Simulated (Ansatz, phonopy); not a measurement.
# MgS (Niningerite, Fm-3m): thermal expansion from first principles, part 2 of 2

Wanted: α(T), C_P(T) and B(T) of MgS (Niningerite) in the quasi-harmonic approximation.

Measurements to reproduce:
- heat capacity C_P per formula unit 45.6 J/mol/K near room temperature (given in “High-Throughput Prediction of Finite-Temperature Properties using the Quasi-Harmonic Approximation”, 2016, arXiv:1603.06924)

Ansatz 0.2.0; DFT r2SCAN, scalar-relativistic, plane waves, PAW.

So far. Step 2 (A first coarse run): The start is under 0.013 GPa at this level and looks like an insulator or semiconductor on this mesh. Step 4 (Relaxing to small residual forces and stress): The residual pressure is -0.0085 GPa, small enough for phonons. The relaxed cell has a = 5.203 Å (conventional setting).

### Step 5. The quasi-harmonic study

The study relaxes the crystal at several strains, solves the phonons on some of them and minimises the free energy at each temperature (static energy, vibrations, the electrons in a metal, and PV under a set pressure); the q-mesh sets how far the force constants reach.

Contents of input.yaml:

```yaml
crystal:
  lattice:
    - [0.0, 2.60165, 2.60165]
    - [2.60165, 0.0, 2.60165]
    - [2.60165, 2.60165, 0.0]
  atoms:
    - { symbol: Mg, position: [0.0, 0.0, 0.0] }
    - { symbol: S, position: [0.5, 0.5, 0.5] }
kpoints:
  mp_grid: { grid: [8, 8, 8] }
hamiltonian:
  xc: r2scan
scf:
  occupations: { method: fixed }
  lower_state_search: "off"
output:
  eigenvalues: true
phonons:
  method: dfpt
  qmesh: [4, 4, 4]
  temperatures: { t_max: 800.0, t_step: 50 }
  thermal_expansion: {}
```

Command:

```
ansatz run input.yaml --threads 8 --pin off --max-ram 16384MiB --backend cpu --events-out ev --progress --plain --runs-dir out
```

Numbers of over 12 decimals in the logs are rounded to 6 here.

Log:

```text
[...]
Crystal: 2 atoms, lattice volume = 35.219 Å³
Basis set: ecut = 580 eV, 1139 PW (Γ), exchange–correlation on 180×180×180 points (216 copies of the dense FFT grid, shifted against one another)
Bands: 12, of which v1, the nominal top of the filled ones, is band 8 counted from 1 (7 counted from 0)
Symmetry: 48 space group operations
[...]
k-points: 29 of 512
[...]
SCF iter   1: F=-2835.572689 eV  HF=-2835.531164 eV  |F-HF|=4.15e-2  |Δ(HF+E_count)|=         —  Δρ=7.02e-3  dr2=6.59e-3  dr2_τ=7.41e-3  ethr=1.77e-3  ⟨swp⟩=4.8  Hψ=2041  notcnv=0  defer=47
[...]
SCF iter   8: F=-2835.577436 eV  HF=-2835.577436 eV  |F-HF|=1.82e-12  |Δ(HF+E_count)|=  2.82e-11  Δρ=6.27e-8  dr2=6.30e-13  dr2_τ=3.03e-14  ethr=1.00e-12  ⟨swp⟩=6.4  Hψ=1714  notcnv=0
SCF 1 converged in 8 iterations: F = -2835.577436 eV  dr2 = 6.30e-13
[...]
relax step   1: F+E_penalty+E_count = -2835.57743616 eV  Δ(F+E_penalty+E_count) = +0.000e0 eV  max|allowed force component| = 3.123e-30 eV/Å  Δτ_max = 0.0000 Å  (8 SCF iters, accepted)
SCF converged after 8 iterations
Free energy (F): -2835.577436 eV
[...]
Internal energy: -2835.577436 eV  (E = F + TS)
E sigma→0 (E₀):  -2835.577436 eV
Fermi energy:    6.159058 eV
[...]
--- Stress (GPa, compression-positive) ---
       -0.013504      -0.000000       0.000000
        0.000000      -0.013504      -0.000000
        0.000000      -0.000000      -0.013504
  P = ⅓ Tr σ = -0.0135 GPa (-0.135 kbar)
--- Band table (eV; the first three rows and the last of 29) ---
  k-point 0: bands = [... 4 lower, -7.0269, 6.1591, 6.1591, 6.1591, 10.7991, 14.6412, 14.6412, 14.6412]
  k-point 1: bands = [... 4 lower, -6.8707, 5.1480, 6.0530, 6.0530, 11.5512, 14.3840, 14.9032, 14.9032]
  k-point 2: bands = [... 4 lower, -6.4492, 3.3641, 5.8207, 5.8207, 11.8700, 14.5584, 14.5584, 15.2783]
  k-point 28: bands = [... 4 lower, -5.2621, 2.8807, 2.8807, 3.8147, 12.0770, 14.7538, 14.7538, 14.9643]
── thermal expansion: 3 new cells, 3 in all ──
thermal expansion: relaxation of cell 2
thermal expansion: relaxation of cell 3
── thermal expansion: 2 new cells, 5 in all ──
thermal expansion: relaxation of cell 4
thermal expansion: phonons of cell 4
thermal expansion: relaxation of cell 5
thermal expansion: phonons of cell 5
── thermal expansion: 6 new cells, 11 in all ──
thermal expansion: relaxation of cell 6
thermal expansion: relaxation of cell 7
thermal expansion: relaxation of cell 8
thermal expansion: relaxation of cell 9
thermal expansion: relaxation of cell 10
thermal expansion: relaxation of cell 11
thermal expansion: phonons of cell 6
thermal expansion: phonons of cell 7
thermal expansion: phonons of cell 8
--- Relaxed structure (1 steps of the walk, 1 accepted, 0 SCFs on fresh bases) ---
  F+E_penalty+E_count = -2835.57743616 eV   max|allowed force component| = 3.123e-30 eV/Å
  atoms:
    - { symbol: Mg, position: [0.0, 0.0, 0.0] }
    - { symbol: S, position: [0.5, 0.5, 0.5] }
--- Thermal expansion: 11 cells in 3 rounds, 0 GPa ---
  no lower state was looked for at cell 4: scf.lower_state_search: off
  without vibrations: a 3.67908, b 3.67908, c 3.67908 Å, V 35.2129 Å³, B 79.77 GPa
  at 0 K: a 3.68936, b 3.68936, c 3.68936 Å, V 35.5091 Å³, B 77.86 GPa
  zero-point expansion: a +0.280, b +0.280, c +0.280, V +0.841 %
      T/K        a/Å        b/Å        c/Å       V/Å³ | expansion of a, b, c, V (1e-6/K)   | that of V in the mean from 25 °C | C_P, C_V (J/mol K of the cell) | B_T, B_S (GPa)
     0.00    3.68936    3.68936    3.68936    35.5091 |    0.00    0.00    0.00    0.00 |   29.36 |     0.000     0.000 |    77.86    77.86
   100.00    3.69029    3.69029    3.69029    35.5360 |    7.72    7.72    7.72   23.17 |   40.39 |    23.313    23.224 |    77.29    77.58
   200.00    3.69456    3.69456    3.69456    35.6594 |   14.18   14.18   14.18   42.53 |   46.45 |    40.684    40.098 |    75.40    76.50
   298.15    3.70019    3.70019    3.70019    35.8227 |   16.58   16.58   16.58   49.74 |       - |    46.305    45.139 |    73.25    75.14
   350.00    3.70346    3.70346    3.70346    35.9176 |   17.40   17.40   17.40   52.19 |   51.07 |    47.885    46.399 |    72.05    74.36
   450.00    3.71015    3.71015    3.71015    36.1126 |   18.68   18.68   18.68   56.03 |   53.30 |    49.908    47.768 |    69.64    72.76
   550.00    3.71730    3.71730    3.71730    36.3219 |   19.84   19.84   19.84   59.53 |   55.33 |    51.340    48.480 |    67.10    71.05
   650.00    3.72491    3.72491    3.72491    36.5453 |   21.05   21.05   21.05   63.14 |   57.33 |    52.567    48.894 |    64.40    69.24
   750.00    3.73300    3.73300    3.73300    36.7839 |   22.37   22.37   22.37   67.12 |   59.38 |    53.761    49.154 |    61.55    67.32
   800.00    3.73724    3.73724    3.73724    36.9096 |   23.10   23.10   23.10   69.31 |   60.46 |    54.381    49.250 |    60.06    66.32
  the static fit leaves 0.001 meV an atom of the energies and, of the stresses, 0.000 GPa of each cell's largest along a strain (root mean squares over the cells), whose Pulay part it has at -0.023 GPa
  vibrations' free energy: its fit leaves 0.0002 meV an atom at the most
  the electrons' free energy at temperature is not in it: every band gap is over 0.83 eV
  free energies summed between the sampled wave vectors
  estimated error of the fitted expansion in any direction: up to 0.176e-6/K, at 800 K (an estimate, not a bound: it was exceeded on models of known expansion)
  by sums over the sampled wave vectors an expansion of the volume parts by up to 0.15e-6/K
  by a static energy of one degree less an expansion of the volume parts by up to 0.08e-6/K
  band gaps on the cells' k-points are 3.279 to 3.525 eV
```

Elapsed: 17 min, on 8 threads of Arm Neoverse V2, shared host; peak memory 2.7 GiB; 2.2 h of CPU time.

Numbers from this step:

- pressure: -0.01350 GPa
- volume expansion coefficient at 298 K: 49.74 1e-6/K
- C_P at 298 K: 23.15 J/mol-atom/K
- entropy at 298 K: 25.66 J/mol-atom/K
- isothermal bulk modulus at 298 K: 73.25 GPa
- Grüneisen parameter at 298 K: 1.741
- volume at 298 K: 17.91 Å³/atom
- principal linear expansion coefficients at 298 K: 16.58, 16.58, 16.58 1e-6/K

Strained cells of the study; zero-point energy where phonons were solved; the pressures are stresses at a fixed cutoff and can carry an offset from the finite basis. Expansion cells, by row:

| cell | \|a\| (Å) | \|b\| (Å) | \|c\| (Å) | V (Å³/atom) | E - E_lowest (meV/atom) | pressure, compression positive (GPa) | gap (eV) | zero-point energy (meV/atom) |
| --- | --- | --- | --- | --- | --- | --- | --- | --- |
| 1 | 3.679 | 3.679 | 3.679 | 17.61 | 0 | -0.037 | 3.462 | - |
| 2 | 3.709 | 3.709 | 3.709 | 18.04 | 2.498 | -1.852 | 3.411 | - |
| 3 | 3.65 | 3.65 | 3.65 | 17.19 | 2.509 | 1.962 | 3.512 | - |
| 4 | 3.679 | 3.679 | 3.679 | 17.61 | 0 | -0.039 | 3.462 | 42.38 |
| 5 | 3.698 | 3.698 | 3.698 | 17.88 | 0.994 | -1.196 | 3.43 | 41.29 |
| 6 | 3.716 | 3.716 | 3.716 | 18.14 | 3.857 | -2.273 | 3.398 | 40.22 |
| 7 | 3.735 | 3.735 | 3.735 | 18.41 | 8.556 | -3.291 | 3.366 | 39.13 |
| 8 | 3.753 | 3.753 | 3.753 | 18.69 | 15.03 | -4.246 | 3.333 | 38.05 |
| 9 | 3.643 | 3.643 | 3.643 | 17.09 | 3.952 | 2.494 | 3.525 | - |
| 10 | 3.661 | 3.661 | 3.661 | 17.35 | 0.962 | 1.19 | 3.494 | - |
| 11 | 3.783 | 3.783 | 3.783 | 19.14 | 28.98 | -5.657 | 3.279 | - |

Quasi-harmonic; a, b, c are the run's own cell vectors. Expansion, by row:

| T (K) | a (Å) | b (Å) | c (Å) | alpha (deg) | beta (deg) | gamma (deg) | cell volume (Å³/cell) | alpha_a (1e-6/K) | alpha_b (1e-6/K) | alpha_c (1e-6/K) | alpha_V (1e-6/K) | C_P (J/mol-atom/K) | C_V (J/mol-atom/K) | S (J/mol-atom/K) | B_T (GPa) | B_S (GPa) | Grueneisen | extrapolation | fit error (1e-6/K) |
| --- | --- | --- | --- | --- | --- | --- | --- | --- | --- | --- | --- | --- | --- | --- | --- | --- | --- | --- | --- |
| 0 | 3.689 | 3.689 | 3.689 | 60 | 60 | 60 | 35.51 | 0 | 0 | 0 | 0 | 0 | 0 | 0 | 77.86 | 77.86 | - | 0 | 0 |
| 50 | 3.689 | 3.689 | 3.689 | 60 | 60 | 60 | 35.51 | 1.63 | 1.63 | 1.63 | 4.9 | 2.855 | 2.854 | 0.846 | 77.81 | 77.84 | 1.428 | 0 | 0 |
| 100 | 3.69 | 3.69 | 3.69 | 60 | 60 | 60 | 35.54 | 7.72 | 7.72 | 7.72 | 23.17 | 11.66 | 11.61 | 5.583 | 77.29 | 77.58 | 1.65 | 0 | 0 |
| 150 | 3.692 | 3.692 | 3.692 | 60 | 60 | 60 | 35.59 | 11.85 | 11.85 | 11.85 | 35.56 | 17.3 | 17.15 | 11.49 | 76.41 | 77.1 | 1.698 | 0 | 0.01 |
| 200 | 3.695 | 3.695 | 3.695 | 60 | 60 | 60 | 35.66 | 14.18 | 14.18 | 14.18 | 42.53 | 20.34 | 20.05 | 16.93 | 75.4 | 76.5 | 1.717 | 0 | 0.01 |
| 250 | 3.697 | 3.697 | 3.697 | 60 | 60 | 60 | 35.74 | 15.61 | 15.61 | 15.61 | 46.83 | 22.09 | 21.65 | 21.68 | 74.32 | 75.83 | 1.73 | 0 | 0.02 |
| 298.1 | 3.7 | 3.7 | 3.7 | 60 | 60 | 60 | 35.82 | 16.58 | 16.58 | 16.58 | 49.74 | 23.15 | 22.57 | 25.66 | 73.25 | 75.14 | 1.741 | 0 | 0.02 |
| 300 | 3.7 | 3.7 | 3.7 | 60 | 60 | 60 | 35.83 | 16.61 | 16.61 | 16.61 | 49.84 | 23.19 | 22.6 | 25.81 | 73.21 | 75.11 | 1.742 | 0 | 0.02 |
| 350 | 3.703 | 3.703 | 3.703 | 60 | 60 | 60 | 35.92 | 17.4 | 17.4 | 17.4 | 52.19 | 23.94 | 23.2 | 29.44 | 72.05 | 74.36 | 1.753 | 0 | 0.02 |
| 400 | 3.707 | 3.707 | 3.707 | 60 | 60 | 60 | 36.01 | 18.06 | 18.06 | 18.06 | 54.19 | 24.5 | 23.6 | 32.68 | 70.87 | 73.58 | 1.764 | 0 | 0.02 |
| 450 | 3.71 | 3.71 | 3.71 | 60 | 60 | 60 | 36.11 | 18.68 | 18.68 | 18.68 | 56.03 | 24.95 | 23.88 | 35.59 | 69.64 | 72.76 | 1.776 | 0 | 0.03 |
| 500 | 3.714 | 3.714 | 3.714 | 60 | 60 | 60 | 36.22 | 19.26 | 19.26 | 19.26 | 57.78 | 25.33 | 24.09 | 38.24 | 68.39 | 71.92 | 1.789 | 0 | 0.05 |
| 550 | 3.717 | 3.717 | 3.717 | 60 | 60 | 60 | 36.32 | 19.84 | 19.84 | 19.84 | 59.53 | 25.67 | 24.24 | 40.67 | 67.1 | 71.05 | 1.802 | 0 | 0.07 |
| 600 | 3.721 | 3.721 | 3.721 | 60 | 60 | 60 | 36.43 | 20.43 | 20.43 | 20.43 | 61.3 | 25.98 | 24.36 | 42.92 | 65.77 | 70.16 | 1.816 | 0 | 0.08 |
| 650 | 3.725 | 3.725 | 3.725 | 60 | 60 | 60 | 36.55 | 21.05 | 21.05 | 21.05 | 63.14 | 26.28 | 24.45 | 45.01 | 64.4 | 69.24 | 1.83 | 0 | 0.07 |
| 700 | 3.729 | 3.729 | 3.729 | 60 | 60 | 60 | 36.66 | 21.69 | 21.69 | 21.69 | 65.07 | 26.58 | 24.52 | 46.97 | 63 | 68.29 | 1.846 | 0 | 0.03 |
| 750 | 3.733 | 3.733 | 3.733 | 60 | 60 | 60 | 36.78 | 22.37 | 22.37 | 22.37 | 67.12 | 26.88 | 24.58 | 48.81 | 61.55 | 67.32 | 1.862 | 0 | 0.07 |
| 800 | 3.737 | 3.737 | 3.737 | 60 | 60 | 60 | 36.91 | 23.1 | 23.1 | 23.1 | 69.31 | 27.19 | 24.62 | 50.55 | 60.06 | 66.32 | 1.879 | 0 | 0.18 |

Expansion coefficient against temperature; values in 1e-6/K:

| temperature (K) | volume | principal 1 |
| --- | --- | --- |
| 0 | 0 | 0 |
| 50 | 4.9 | 1.63 |
| 100 | 23.2 | 7.72 |
| 150 | 35.6 | 11.8 |
| 200 | 42.5 | 14.2 |
| 250 | 46.8 | 15.6 |
| 298 | 49.7 | 16.6 |
| 300 | 49.8 | 16.6 |
| 350 | 52.2 | 17.4 |
| 400 | 54.2 | 18.1 |
| 450 | 56.0 | 18.7 |
| 500 | 57.8 | 19.3 |
| 550 | 59.5 | 19.8 |
| 600 | 61.3 | 20.4 |
| 650 | 63.1 | 21.1 |
| 700 | 65.1 | 21.7 |
| 750 | 67.1 | 22.4 |
| 800 | 69.3 | 23.1 |

At 298 K the volume expansion is 49.7 × 10⁻⁶/K and B_T is 73.2 GPa. The program raised the cutoff to 580 eV by itself: with no cutoff typed, the study takes about 1.16 times the default for its relaxations and scales it with the volume for the phonons.

### Step 6. Free-energy fit

This step: DFT r2SCAN, scalar-relativistic, plane waves, PAW (phonopy 4.10.0).

This step gave:

```
volume expansion coefficient at 300 K : 49.67 1e-6/K
isothermal bulk modulus at 300 K      : 73.3 GPa
C_P at 300 K                          : 23.24 J/mol-atom/K
Grüneisen parameter at 300 K          : 1.738
```

Table of energy (each curve on its own zero) by volume; values in meV/atom:

```csv
volume (Å³/atom),static,F at 0 K,F at 300 K,F at 800 K
17.610,0,2.17,4.48,11.1
17.875,0.99,2.07,3.29,6.68
18.142,3.86,3.86,3.93,4.06
18.414,8.56,7.47,6.32,3.05
18.691,15.0,12.9,10.4,3.58
```

Phonopy-qha, vinet fit of F(V) at each temperature. Qha vinet, by row:

| T (K) | fitted volume (Å³/atom) | alpha_V (1e-6/K) | B_T (GPa) | C_P (J/mol-atom/K) | Grueneisen |
| --- | --- | --- | --- | --- | --- |
| 100 | 17.77 | 22 | 77.4 | 11.16 | 1.569 |
| 150 | 17.79 | 34.62 | 76.52 | 17.17 | 1.655 |
| 200 | 17.83 | 42.04 | 75.5 | 20.35 | 1.7 |
| 250 | 17.87 | 46.56 | 74.42 | 22.14 | 1.722 |
| 300 | 17.91 | 49.67 | 73.3 | 23.24 | 1.738 |
| 350 | 17.96 | 52.07 | 72.13 | 23.99 | 1.751 |
| 400 | 18.01 | 54.11 | 70.93 | 24.55 | 1.764 |
| 450 | 18.06 | 55.97 | 69.7 | 24.99 | 1.776 |
| 500 | 18.11 | 57.75 | 68.43 | 25.36 | 1.789 |
| 550 | 18.16 | 59.51 | 67.12 | 25.7 | 1.802 |
| 600 | 18.22 | 61.3 | 65.78 | 26.01 | 1.816 |
| 650 | 18.27 | 63.16 | 64.4 | 26.3 | 1.831 |
| 700 | 18.33 | 65.11 | 62.99 | 26.6 | 1.846 |
| 750 | 18.39 | 67.17 | 61.53 | 26.9 | 1.863 |

The volume expansion coefficient by temperature; values in 1e-6/K:

```
temperature (K)  phonopy-qha, Vinet  Ansatz's own study
            100                  22                23.2
            150                34.6                35.6
            200                42.0                42.5
            250                46.6                46.8
            300                49.7                49.8
            350                52.1                52.2
            400                54.1                54.2
            450                56.0                56.0
            500                57.8                57.8
            550                59.5                59.5
            600                61.3                61.3
            650                63.2                63.1
            700                65.1                65.1
            750                67.2                67.1
```

The fit gives a volume expansion of 49.7 × 10⁻⁶/K at 300 K, against 49.7 at 298 K from the study itself, whose static fit uses more cells.

### Step 7. What came out

* settings of these figures: r2SCAN, 580 eV, k 8×8×8, q 4×4×4
* volume expansion coefficient at 298 K: 49.74 1e-6/K
* C_P at 298 K: 23.15 J/mol-atom/K
* entropy at 298 K: 25.66 J/mol-atom/K
* isothermal bulk modulus at 298 K: 73.25 GPa
* Grüneisen parameter at 298 K: 1.741
* volume at 298 K: 17.91 Å³/atom
* principal linear expansion coefficients at 298 K: 16.58, 16.58, 16.58 1e-6/K

**Reading.** Near room temperature MgS (Niningerite) expands by 49.7 × 10⁻⁶/K in volume by r2SCAN, with C_P = 23.2 J/(mol K) per mole of atoms and B_T = 73.2 GPa. C_P at room temperature is 93 % of the classical 3R an atom; C_V is 90 %, and the rest is expansion work. A measured heat capacity per formula unit near room temperature is 45.6 J/mol/K (arXiv:1603.06924); the calculated 46.3 J/mol/K differs by +2 %. The PAW files were made for PBE and are used here under another functional, for which the program regenerates the frozen cores.

[Logs are printed without paths, hosts, clocks, repeated set-up lines and the standing remarks that a program may print on its own settings, such as how far it seeks lower states.]

[Hosts, paths, dates, database ids (printed as entryN), source tags and the programs' standing remarks are cut or masked in the printed files.]

[A step with changed settings may run another functional than the one named; its input shows which.]
